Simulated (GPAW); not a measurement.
# The Si K excitation threshold of SiO2 (I-42d) under uniform strain

For each volume the threshold was computed as E(hole) − E(ground) plus the lowest empty eigenvalue of the hole cell (GPAW, LDA, 12-atom cell, total energies on 4×4×3 k points, the eigenvalue on 5×5×4, hole spin-paired). The values are raw, 15 eV above the value with the free atom's term for the hole's spin taken off; only their change is used. The threshold is the spectrum's zero, where absorption may be weak, not the visible edge.

| volume | ln(V/V₀) | threshold (eV) |
| --- | --- | --- |
| V × 0.94 | -0.06188 | 1848.864 |
| V × 0.97 | -0.03046 | 1848.768 |
| V × 1 | +0.00000 | 1848.654 |
| V × 1.03 | +0.02956 | ? |
| V × 1.06 | +0.05827 | 1848.383 |

Question: Fit a straight line in ln(V/V₀), give its slope, and predict the threshold at V × 1.03.

The means of the given rows are x̄ = -0.00852 and Ē = 1848.667 eV. Σ(x − x̄)(E − Ē) = -0.03181 and Σ(x − x̄)² = 0.007862, so the slope is -4.05 eV, and the line passes the given rows within 0.021 eV. At x = +0.02956 it gives 1848.667 + (-4.05) × (+0.03808) = 1848.513 eV. The run gives 1848.523 eV, a miss of -0.010 eV over a total move of -0.481 eV. The slope is the clamped-ion volume deformation potential of the lowest empty level of the hole cell on this mesh (the hole may pull it below the band edge) against the Si 1s level, with the hole's relaxation included: the threshold falls by 0.040 eV for 1 % of expansion. The charged cell's image error also scales with the cell's size and isn't taken out.

[Hosts, paths, dates, database ids (printed as entryN), source tags and the programs' standing remarks are cut or masked in the printed files.]

[Lists of maxima count a maximum above −3 eV only where it reaches 4 % of the highest in the window and stands out from its surroundings by 2 % of it (1.5 % where it reaches 55 %); shoulders and weaker maxima are passed over, and of the rest the first, up to two pre-edge ones and the few strongest are named.]
